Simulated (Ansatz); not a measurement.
# V wire along [100], 4 atoms a period: bands along the axis, part 2 of 2

What gap, if any, does the V wire along [100], 4 atoms a period have, and how many channels would it open?

Ansatz 0.2.0; DFT PBE, plane waves, PAW; relaxation of a wire's period; PAW set soft_1 (the session's first sound run).

So far: Starting point; The relaxed wire.

## (2) The relaxed wire (continued)

Relaxation path:

```tsv
step	energy less that of the first step (eV)	largest force component (eV/Å)	pressure (GPa)	volume (Å³)
1	0.0000	2.7744	-4.89	286.57
2	-1.2071	0.8435	0.72	278.33
3	-1.2451	0.4709	-0.30	270.08
4	-1.2753	0.0566	-0.05	273.87
5	-1.2756	0.0062	0.02	273.85
6*	-1.2732	0.0046	0.03	273.85
```

Relaxation steps marked * repeat the geometry before them on a plane-wave basis chosen anew for their cell, so energy and pressure can jump there.

Forces are held to the 16 operations that the run works with; a distortion that breaks them can't arise in this run.

```tsv
cell as run	before	after	change
c (Å)	2.990	2.857	-4.4 %
```

The atoms that moved most (Å, along periodic axes as changes of fractional coordinates times the final cell, across vacuum about the mean position):

```tsv
atom	dx	dy	dz	length
V1	0.159	0.000	0.000	0.159
V3	0.000	0.159	0.000	0.159
V2	-0.159	0.000	0.000	0.159
V4	0.000	-0.159	0.000	0.159
```

Final coordinates:

```cif
data_structure
_symmetry_space_group_name_H-M 'P 1'
_symmetry_Int_Tables_number 1
_cell_length_a 9.7900
_cell_length_b 9.7900
_cell_length_c 2.8573
_cell_angle_alpha 90.000
_cell_angle_beta 90.000
_cell_angle_gamma 90.000
_cell_volume 273.85
loop_
_atom_site_label
_atom_site_type_symbol
_atom_site_fract_x
_atom_site_fract_y
_atom_site_fract_z
_atom_site_occupancy
V1 V 0.36350 0.50000 0.00000 1
V2 V 0.63650 0.50000 0.00000 1
V3 V 0.50000 0.36350 0.50000 1
V4 V 0.50000 0.63650 0.50000 1
```

This step gave:

```yaml
energy_at_zero_smearing: -11643.1524 eV
cell_length_along_the_wire: 2.857 Å
```

The cell's length comes to 2.857 Å with spin left out.

## (3) The wire at its relaxed period

This step: DFT PBE, plane waves, PAW; bands of a perfect wire; PAW set soft_1 (Ansatz 0.2.0).

At the relaxed period the bands are computed along the axis; those that cross an energy going forward count the channels that a perfect wire would open there.

input.yaml

```yaml
crystal:
  lattice:
    - [9.79, 0.0, 0.0]
    - [0.0, 9.79, 0.0]
    - [0.0, 0.0, 2.8572752291]
  atoms:
    - { symbol: V, position: [0.363499959, 0.5, 0.0] }
    - { symbol: V, position: [0.636500041, 0.5, 0.0] }
    - { symbol: V, position: [0.5, 0.363499959, 0.5] }
    - { symbol: V, position: [0.5, 0.636500041, 0.5] }
kpoints:
  mp_grid: { grid: [1, 1, 28] }
  band_path: { path: ["Γ", Z], npoints: 90 }
scf:
  occupations: { method: fermi_dirac, width: 0.05 }
hamiltonian:
  xc: pbe
  pseudopotentials: { kind: paw, azcp: { folder: soft_1 } }
output:
  dos: { e_range: [-5, 4] }
  write_potential: true
  write_density: true
  volumetric_format: npy
```

Command:

```sh
$ ansatz run input.yaml --threads 4 --pin off --max-ram 16384MiB --backend cpu --events-out ev --progress --plain --runs-dir out
```

Numbers of over 12 decimals in the logs are rounded to 6 here.

Output:

```text
[...]
Crystal: 4 atoms, lattice volume = 273.853 Å³
Basis set: ecut = 420 eV, 5285 PW (Γ)
Bands: 32, of which v1, the nominal top of the filled ones, is band 26 counted from 1 (25 counted from 0)
Symmetry: 16 space group operations
[...]
k-points: 15 of 28
[...]
SCF iter   1: F=—  HF=-11652.881848 eV  |F-HF|=—  |Δ(HF+E_count)|=         —  Δρ=5.30e-2  dr2=3.56e1  ethr=3.10e-3  ⟨swp⟩=7.1  Hψ=2256  notcnv=0
[...]
SCF iter  11: F=-11643.167880 eV  HF=-11643.167880 eV  |F-HF|=6.48e-8  |Δ(HF+E_count)|=   2.28e-7  Δρ=4.10e-6  dr2=7.85e-8  ethr=1.92e-10  ⟨swp⟩=10.4  Hψ=2050  notcnv=0
SCF 1 converged in 11 iterations: F = -11643.167880 eV  dr2 = 7.85e-8
[...]
NSCF: frozen V_eff on 91 k-points
WARN: The output density's exchange-correlation potential varies sharply where the density is thin. Do not read a vacuum level from v_tot or v_xc, or from such a field of the output density. On a cell that repeats whose density bears no net charge and no dipole along the vacuum's axis use v_es (v_loc + v_h of the components); under efield.dipole_correction with no amplitude use v_es + v_field, which holds any externa [...]
SCF converged after 11 iterations
Free energy (F): -11643.167880 eV
[...]
Internal energy: -11643.137008 eV  (E = F + TS)
E sigma→0 (E₀):  -11643.152444 eV
Entropy (-TS):   -0.030872 eV (-7.718 meV/atom)
Fermi energy:    0.837647 eV
[...]
--- Band table (eV; the first three rows and the last of 15) ---
  k-point 0: bands = [... 22 lower, -0.0212, -0.0212, 0.4416, 0.5503, 0.9312, 1.1890, 1.1890, 1.4191, ... 2 higher]
  k-point 1: bands = [... 22 lower, -0.0484, -0.0484, 0.4180, 0.5616, 0.9813, 1.2267, 1.2267, 1.4371, ... 2 higher]
  k-point 2: bands = [... 22 lower, -0.1213, -0.1213, 0.3520, 0.5946, 1.1148, 1.3310, 1.3310, 1.4897, ... 2 higher]
  k-point 14: bands = [... 22 lower, -0.3112, -0.3112, 0.5616, 0.5616, 1.4513, 1.4513, 1.9511, 1.9511, ... 2 higher]
```

The job ended after 7.2 s (4 threads of Intel Xeon Platinum 8488C (Sapphire Rapids), shared host; peak memory 0.73 GiB; 27 s of CPU time).

Numbers from this step:

- band gap: 0.1391 eV

The electronic bands at the labelled points (eV, zero at the Fermi level):

```tsv
point	band 23	band 24	band 25	band 26	band 27	band 28	band 29	band 30
Γ	-0.86	-0.86	-0.40	-0.29	0.09	0.35	0.35	0.58
halfway	-1.48	-1.48	-1.04	-0.11	0.23	0.23	0.77	0.97
Z	-1.15	-1.15	-0.28	-0.28	0.61	0.61	1.11	1.11
```

The gap is 0.139 eV, with spin left out.

On this path the gap is indirect, 0.14 eV, with the valence top between Γ and Z and the conduction bottom between Γ and Z. The least direct gap is 0.34 eV.

## (4) Outcome

* cell length, PBE: 2.857 Å
* gap, PBE: 0.139 eV

What this shows: Under PBE the cell's length is 2.86 Å, and a gap of 0.14 eV makes it a semiconductor. Where the gap is under about 0.35 eV, the smearing of 0.05 eV partly fills the band edges in the SCF. No spin was allowed, though thin wires with open d shells can turn magnetic.

[Logs are printed without paths, hosts, clocks, repeated set-up lines and the standing remarks that a program may print on its own settings, such as how far it seeks lower states.]

[Hosts, paths, dates, database ids (printed as entryN), source tags and the programs' standing remarks are cut or masked in the printed files.]
